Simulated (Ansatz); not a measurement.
# LuP (Fm-3m): Grüneisen parameters, part 2 of 2

Wanted: mode Grüneisen parameters of LuP (Fm-3m).

Ansatz 0.2.0; DFT PBEsol, scalar-relativistic, plane waves, PAW; PAW set soft_1.

So far, highest frequency on the path or at a solved wavevector (cm⁻¹): step 2 (response at finite wavevector) 326.

### 4. Phonons at the other volume, volume ratio 0.97

The phonons are repeated at this volume on the same k and q meshes.

The input, input.yaml:

```yaml
crystal:
  lattice:
    - [0.0, 2.6960438133, 2.6960438133]
    - [2.6960438133, 0.0, 2.6960438133]
    - [2.6960438133, 2.6960438133, 0.0]
  atoms:
    - { symbol: Lu, position: [0.0, 0.0, 0.0] }
    - { symbol: P, position: [0.5, 0.5, 0.5] }
kpoints:
  mp_grid: { grid: [16, 16, 16] }
hamiltonian:
  xc: pbesol
  pseudopotentials: { kind: paw, azcp: { folder: soft_1 }, xc_functional: pbe }
scf:
  occupations: { method: methfessel_paxton, width: 0.2 }
output:
  eigenvalues: true
phonons:
  method: dfpt
  qmesh: [4, 4, 4]
  temperatures: { t_max: 1000, t_step: 50 }
  qpath:
    path:
      - [[0.0, 0.0, 0.0], [0.5, 0.0, 0.5], [0.625, 0.25, 0.625]]
      - [[0.375, 0.375, 0.75], [0.0, 0.0, 0.0], [0.5, 0.5, 0.5], [0.5, 0.25, 0.75], [0.5, 0.0, 0.5]]
    npoints: 10
```

Started as:

```console
> ansatz run input.yaml --threads 4 --pin off --max-ram 10240MiB --backend cpu --events-out ev --progress --plain --runs-dir out
```

Numbers of over 12 decimals in the logs are rounded to 6 here.

Output:

```text
[...]
Crystal: 2 atoms, lattice volume = 39.193 Å³
Basis set: ecut = 420 eV, 749 PW (Γ), exchange–correlation on 54×54×54 points (8 copies of the dense FFT grid, shifted against one another)
Bands: 19, of which v1, the nominal top of the filled ones, is band 15 counted from 1 (14 counted from 0)
Symmetry: 48 space group operations
k-points: 145 of 4096
[...]
SCF iter   1: F=—  HF=-15355.406231 eV  |F-HF|=—  |Δ(HF+E_count)|=         —  Δρ=2.85e-2  dr2=2.63e-1  ethr=3.10e-3  ⟨swp⟩=6.4  Hψ=16681  notcnv=0
[...]
SCF iter  11: F=-15355.348604 eV  HF=-15355.348604 eV  |F-HF|=3.64e-12  |Δ(HF+E_count)|=  5.46e-12  S|Δr|=    0.00e0  Δρ=8.82e-8  dr2=1.74e-12  ethr=1.00e-12  ⟨swp⟩=10.9  Hψ=23155  notcnv=0
SCF 1 converged in 11 iterations: F = -15355.348604 eV  dr2 = 1.74e-12
[...]
SCF iter   3: F=-15355.348604 eV  HF=-15355.348604 eV  |F-HF|=5.46e-12  |Δ(HF+E_count)|=    0.00e0  S|Δr|=    0.00e0  Δρ=1.81e-7  dr2=6.52e-12  ethr=1.00e-12  ⟨swp⟩=6.6  Hψ=12811  notcnv=0
SCF 2 converged in 3 iterations: F = -15355.348604 eV  dr2 = 6.52e-12
[...]
NSCF: frozen V_eff on 145 k-points
[...]
SCF converged after 11 iterations
[...]
Free energy (F): -15355.348604 eV
[...]
Internal energy: -15355.348480 eV  (E = F + TS)
E sigma→0 (E₀):  -15355.348573 eV
Entropy (-TS):   -0.000124 eV (-0.062 meV/atom)
Fermi energy:    13.472979 eV
[...]
--- Band table (eV; the first three rows and the last of 145) ---
  k-point 0: bands = [... 11 lower, 9.3157, 14.2482, 14.2482, 14.2482, 14.9976, 14.9976, 14.9976, 15.9395]
  k-point 1: bands = [... 11 lower, 9.3158, 13.6840, 13.8835, 13.8835, 15.1406, 15.1406, 15.2955, 16.3214]
  k-point 2: bands = [... 11 lower, 9.3160, 12.7424, 13.2732, 13.2732, 15.3997, 15.3997, 15.5733, 17.1483]
  k-point 144: bands = [... 11 lower, 9.3100, 10.7147, 10.7147, 10.7823, 16.8125, 16.8125, 17.3239, 19.5850]
[...]
ASR residual: 5.073e-5 → 0.000e0 eV/Å²; symmetrization residual: 1.740e-6 eV/Å²
  ASR residual per site (eV/Å²): 5.07e-5 2.78e-5
  Γ frequencies (cm⁻¹): 0.00 0.00 0.00 276.57 276.57 276.57
--- Phonons (arbitrary-q DFPT): 8 irreducible q on the 4×4×4 mesh ---
[...]
interpolated dispersion: 62 rows × 6 modes
[...]
```

The job ended after 15 min (4 threads of Arm Neoverse V1, shared host; peak memory 5.8 GiB).

This step gave:

- sum-rule residual before enforcement: 5.07e-5 eV/Å²
- highest frequency on the path or at a solved wavevector: 336.4 cm⁻¹
- mean frequency: 205.1 cm⁻¹
- Debye temperature (second moment): 424 K
- logarithmic mean frequency: 177.4 cm⁻¹
- highest optical mode at the zone centre (no LO-TO term): 276.6 cm⁻¹
- lowest optical zone-centre mode: 276.6 cm⁻¹
- lowest mode on the q mesh (acoustic modes at Γ apart): 63.12 cm⁻¹
- zero-point energy per atom: 38.15 meV
- heat capacity at 300 K: 22.67 J/(mol atoms K)
- vibrational entropy at 300 K: 30.16 J/(mol atoms K)
- edges of the widest gap between branches, on path and mesh: 164.4, 276.6 cm⁻¹

Frequencies (cm⁻¹) solved at each irreducible wavevector; negative means imaginary. Frequencies by wavevector, by row:

| q in reciprocal lattice units | star | mode 1 | mode 2 | mode 3 | mode 4 | mode 5 | mode 6 |
| --- | --- | --- | --- | --- | --- | --- | --- |
| 0 0 0 | 1 | 0 | 0 | 0 | 276.6 | 276.6 | 276.6 |
| 0 0 0.25 | 8 | 79.6 | 79.6 | 110.6 | 282.4 | 282.4 | 325.3 |
| 0 0 -0.5 | 4 | 111.7 | 111.7 | 164.4 | 286.6 | 286.6 | 335.1 |
| 0 0.25 0.25 | 6 | 63.1 | 63.1 | 125.8 | 286.7 | 286.7 | 314.3 |
| 0 0.25 -0.5 | 24 | 102.4 | 110 | 133 | 288.1 | 304.2 | 324.1 |
| 0 0.25 -0.25 | 12 | 84.8 | 111.8 | 146.6 | 290.4 | 303.9 | 325.6 |
| 0 -0.5 -0.5 | 3 | 88.7 | 88.7 | 109.4 | 280.9 | 280.9 | 318.8 |
| 0.25 -0.5 -0.25 | 6 | 100.9 | 100.9 | 133.8 | 310 | 310 | 312.1 |

The highest optical mode at the zone centre (no LO-TO term) is 276.6 cm⁻¹, +16.4 cm⁻¹ against the base run.

### 5. Relaxing at another volume, volume ratio 1.03

The volume is scaled by 1.03 and held; symmetry leaves nothing to relax, so this is a single point. The modes can then be followed against volume.

input.yaml, the sections that differ from step 4:

```yaml
crystal:
  lattice:
    - [0.0, 2.7505240231, 2.7505240231]
    - [2.7505240231, 0.0, 2.7505240231]
    - [2.7505240231, 2.7505240231, 0.0]
  atoms:
    - { symbol: Lu, position: [0.0, 0.0, 0.0] }
    - { symbol: P, position: [0.5, 0.5, 0.5] }
output:
  forces: true
  stress: true
  eigenvalues: true
  write_density: true
  write_potential: true
  elf: true
  volumetric_format: npy
# kpoints, hamiltonian, scf: as in step 4
# phonons: removed
```

Output:

```text
[...]
Crystal: 2 atoms, lattice volume = 41.618 Å³
Basis set: ecut = 420 eV, 869 PW (Γ), exchange–correlation on 54×54×54 points (8 copies of the dense FFT grid, shifted against one another)
Bands: 19, of which v1, the nominal top of the filled ones, is band 15 counted from 1 (14 counted from 0)
Symmetry: 48 space group operations
[...]
k-points: 145 of 4096
[...]
--- Band table (eV; the first three rows and the last of 145) ---
  k-point 0: bands = [... 11 lower, 8.2052, 13.2006, 13.2006, 13.2006, 14.1278, 14.1278, 14.1278, 14.9969]
  k-point 1: bands = [... 11 lower, 8.2053, 12.6892, 12.8898, 12.8898, 14.2543, 14.2543, 14.3668, 15.3313]
  k-point 2: bands = [... 11 lower, 8.2055, 11.7840, 12.3360, 12.3360, 14.4984, 14.4984, 14.6027, 16.0863]
  k-point 144: bands = [... 11 lower, 8.2033, 9.8660, 9.8660, 9.9230, 15.7863, 15.7863, 16.1727, 18.3457]
[key lines of the parts left out:]
SCF converged after 10 iterations
Free energy (F): -15355.349614 eV
Fermi energy:    12.558681 eV
P = ⅓ Tr σ = -2.6409 GPa (-26.409 kbar)
```

Run time: 4.1 s. Hardware: 4 threads; peak memory 0.41 GiB.

This step gave:

- pressure: -2.641 GPa
- volume per atom: 20.81 Å³

The run ends at a pressure of -2.64 GPa.

### 6. Phonons at the other volume, volume ratio 1.03

The phonons are repeated at this volume on the same k and q meshes.

input.yaml, the sections that differ from step 5:

```yaml
output:
  eigenvalues: true
phonons:
  method: dfpt
  qmesh: [4, 4, 4]
  temperatures: { t_max: 1000, t_step: 50 }
  qpath:
    path:
      - [[0.0, 0.0, 0.0], [0.5, 0.0, 0.5], [0.625, 0.25, 0.625]]
      - [[0.375, 0.375, 0.75], [0.0, 0.0, 0.0], [0.5, 0.5, 0.5], [0.5, 0.25, 0.75], [0.5, 0.0, 0.5]]
    npoints: 10
# crystal, kpoints, hamiltonian, scf: as in step 5
```

Output:

```text
[...]
Crystal: 2 atoms, lattice volume = 41.618 Å³
Basis set: ecut = 420 eV, 869 PW (Γ), exchange–correlation on 54×54×54 points (8 copies of the dense FFT grid, shifted against one another)
Bands: 19, of which v1, the nominal top of the filled ones, is band 15 counted from 1 (14 counted from 0)
Symmetry: 48 space group operations
k-points: 145 of 4096
[...]
k-point 144: bands = [... 11 lower, 8.2034, 9.8660, 9.8660, 9.9230, 15.7863, 15.7863, 16.1727, 18.3457]
[...]
ASR residual: 6.634e-5 → 0.000e0 eV/Å²; symmetrization residual: 2.361e-6 eV/Å²
  ASR residual per site (eV/Å²): 6.63e-5 1.75e-5
  Γ frequencies (cm⁻¹): 0.00 0.00 0.00 244.15 244.15 244.15
--- Phonons (arbitrary-q DFPT): 8 irreducible q on the 4×4×4 mesh ---
[...]
interpolated dispersion: 62 rows × 6 modes
[...]
[key lines of the parts left out:]
SCF converged after 11 iterations
Free energy (F): -15355.349614 eV
Fermi energy:    12.558686 eV
```

Wall time 16 min (4 threads); peak memory 6.1 GiB; 64 min of CPU time.

Numbers from this step:

- sum-rule residual before enforcement: 6.63e-5 eV/Å²
- highest frequency on the path or at a solved wavevector: 316.9 cm⁻¹
- mean frequency: 188 cm⁻¹
- Debye temperature (second moment): 388 K
- logarithmic mean frequency: 163 cm⁻¹
- highest optical mode at the zone centre (no LO-TO term): 244.2 cm⁻¹
- lowest optical zone-centre mode: 244.2 cm⁻¹
- lowest mode on the q mesh (acoustic modes at Γ apart): 61.78 cm⁻¹
- zero-point energy per atom: 34.97 meV
- heat capacity at 300 K: 23.01 J/(mol atoms K)
- vibrational entropy at 300 K: 32.10 J/(mol atoms K)
- edges of the widest gap between branches, on path and mesh: 154.1, 244.1 cm⁻¹

The highest optical mode at the zone centre (no LO-TO term) is 244.2 cm⁻¹, -16.0 cm⁻¹ against the base run.

### 7. Grüneisen parameters

The Grüneisen parameter of a mode is minus the logarithmic change of its frequency with volume, −d ln ω / d ln V; weighted by heat capacity it gives the expansion.

This step gave:

```yaml
bulk_modulus: 94.7 GPa
```

Phonon branches along the path, in cm⁻¹:

```csv
point,branch 1,branch 2,branch 3,branch 4,branch 5,branch 6
Γ,0,0,0,260,260,260
halfway,62,62,119,271,271,304
X,86,86,107,265,265,305
halfway,92,98,106,268,279,304
U,102,102,120,275,301,304
jump to K,102,102,120,275,301,304
halfway,70,91,123,272,281,312
Γ,0,0,0,260,260,260
halfway,75,75,107,268,268,315
L,105,105,159,274,274,325
halfway,104,106,140,280,288,319
W,99,99,127,296,296,300
halfway,91,105,109,278,283,303
X,86,86,107,265,265,305
```

The same for volume x 0.97:

```
point  branch 1  branch 2  branch 3  branch 4  branch 5  branch 6
    Γ         0         0         0       277       277       277
    X        89        89       109       281       281       319
    U       104       107       125       288       315       317
    K       104       107       125       288       315       317
    Γ         0         0         0       277       277       277
    L       112       112       164       287       287       335
    W       101       101       134       310       310       312
    X        89        89       109       281       281       319
```

The same for volume x 1.03:

```
point  branch 1  branch 2  branch 3  branch 4  branch 5  branch 6
    Γ         0         0         0       244       244       244
    X        84        84       104       249       249       292
    U        97        99       116       262       288       292
    K        97        99       116       262       288       292
    Γ         0         0         0       244       244       244
    L        98        98       154       262       262       315
    W        96        96       121       282       282       289
    X        84        84       104       249       249       292
```

The first set of phonon branches as a text plot (rows in cm⁻¹):

```
    329 |                                    ********
    315 |                  ******           *        ****
    301 |    ****************    ***       *             ********
    287 |   *           *    ****         *         ****** ***
    273 |  *********  ***************    *  ***********       **
    259 |***        ***           **********                    *
    245 |
    231 |
    217 |
    203 |
    189 |
    175 |
    161 |                                       ****
    147 |                   ***                *    ***
    133 |                  *   *              *        *****
    119 |      *****     **     *            *              **
    105 |    **     ************ *          *  ******************
     91 |   *       *****  **** * **       * **            ******
     77 |        ***           ***        * *
     63 |  *   **                ****      *
     49 |   ***                   ***    **
     35 | **                        **   *
     21 | *                          *  *
      7 |*                            **
         Γ           X  U|K            Γ         L        W     X
```

Mode Grueneisen parameter -dln(w)/dln(V), modes matched by rank; at Γ the acoustic branches take the value of a neighbouring point of the path. The mode Grüneisen parameters at the labelled points ():

| point | branch 1 | branch 2 | branch 3 | branch 4 | branch 5 | branch 6 |
| --- | --- | --- | --- | --- | --- | --- |
| Γ | -0.10 | -0.10 | 1.82 | 2.08 | 2.08 | 2.08 |
| halfway | 0.35 | 0.35 | 1.89 | 1.91 | 1.91 | 1.08 |
| X | 0.87 | 0.87 | 0.83 | 2.02 | 2.02 | 1.43 |
| halfway | 1.14 | 0.99 | 0.84 | 1.88 | 1.75 | 1.45 |
| U | 1.19 | 1.27 | 1.20 | 1.63 | 1.51 | 1.38 |
| jump to K | 1.19 | 1.27 | 1.20 | 1.63 | 1.51 | 1.38 |
| halfway | 0.21 | 2.38 | 1.38 | 1.61 | 1.73 | 1.06 |
| Γ | -0.09 | 1.92 | 1.11 | 2.08 | 2.08 | 2.08 |
| halfway | 1.88 | 1.88 | 0.99 | 1.75 | 1.75 | 1.07 |
| L | 2.13 | 2.13 | 1.08 | 1.53 | 1.53 | 1.04 |
| halfway | 1.54 | 1.81 | 1.16 | 1.51 | 1.54 | 1.17 |
| W | 0.79 | 0.79 | 1.69 | 1.55 | 1.55 | 1.30 |
| halfway | 0.77 | 0.84 | 1.44 | 1.76 | 1.60 | 1.47 |
| X | 0.87 | 0.87 | 0.83 | 2.02 | 2.02 | 1.43 |

The mode Grüneisen parameters as a text plot (rows in , shown from -0.1 to 2.2 only):

```
   2.16 |                    **                 ***
   2.07 |**                 *       *****     **  ***
   1.97 | ***** *******             **  **   *       *         **
   1.88 |  * ***       *   *      ** ***  ***       *         *
   1.78 |**     *      **        *         **         *
   1.68 |  *             *   *****       **  *       *   ******
   1.59 |        *      *****   *   *         ***   * *******
   1.49 |              *********         **      ********* ****
   1.39 |   *       *** * * *****       *               *  **  **
   1.30 |         **      **     ***                   ****   *
   1.20 |    **  *       ** *       *      *          **
   1.10 |      **      **    *****   ***    * ********  *
   1.01 |           *  *                    *******            *
   0.91 |            **                   **                    *
   0.82 |           ****** *            **               ********
   0.72 |         **                                        **
   0.62 |        *          *
   0.53 |       *            **
   0.43 |
   0.33 |      *               *
   0.24 |    **                 *
   0.14 |
   0.04 |   *                    *
  -0.05 |***                      ** ***
         Γ           X  U|K            Γ         L        W     X
```

(dS/dlnV)/C_V. Table of thermodynamic Grueneisen parameter by temperature:

```
temperature (K)  thermodynamic Grueneisen parameter
             50                                1.30
            100                                1.37
            150                                1.40
            200                                1.40
            250                                1.41
            300                                1.41
            350                                1.41
            400                                1.41
            450                                1.41
            500                                1.41
            550                                1.41
            600                                1.41
            650                                1.41
            700                                1.41
            750                                1.41
            800                                1.41
            850                                1.41
            900                                1.41
            950                                1.41
           1000                                1.41
```

Gamma C_V/(B V) at the static volume. Volume expansion against temperature:

```csv
temperature (K),volume expansion (1e-6/K)
50,7.46
100,16.5
150,22.1
200,25.2
250,26.9
300,27.9
350,28.6
400,29.1
450,29.4
500,29.6
550,29.8
600,29.9
650,30.0
700,30.1
750,30.1
800,30.2
850,30.2
900,30.3
950,30.3
1000,30.3
```

### 8. Results

```yaml
bulk_modulus: 94.7 GPa
thermodynamic_grueneisen_parameter_at_300_k: 1.41
volume_expansion_at_300_k_estimated: 27.95 × 10⁻⁶ K⁻¹
```

By this estimate the volume grows by 27.9 × 10⁻⁶ per kelvin at 300 K. The highest optical mode at Γ goes from 277 to 244 cm⁻¹ as the cell grows, a Grüneisen parameter of 2.08. Mode parameters on the path run from -0.15 to 2.4, with a median of 1.5. Branches are matched by rank, so values near crossings are rough. The expansion is the Grüneisen estimate at the static volume, with the static bulk modulus. With no gap, or one that is small against the smearing, the frequencies hang on the k mesh and the smearing, most of all near Kohn anomalies. Spin-orbit coupling is left out, which can matter for the heavy elements here. The PAW files were made for PBE and serve the other functionals too.

[Logs are printed without paths, hosts, clocks, repeated set-up lines and the standing remarks that a program may print on its own settings, such as how far it seeks lower states.]

[Hosts, paths, dates, database ids (printed as entryN), source tags and the programs' standing remarks are cut or masked in the printed files.]
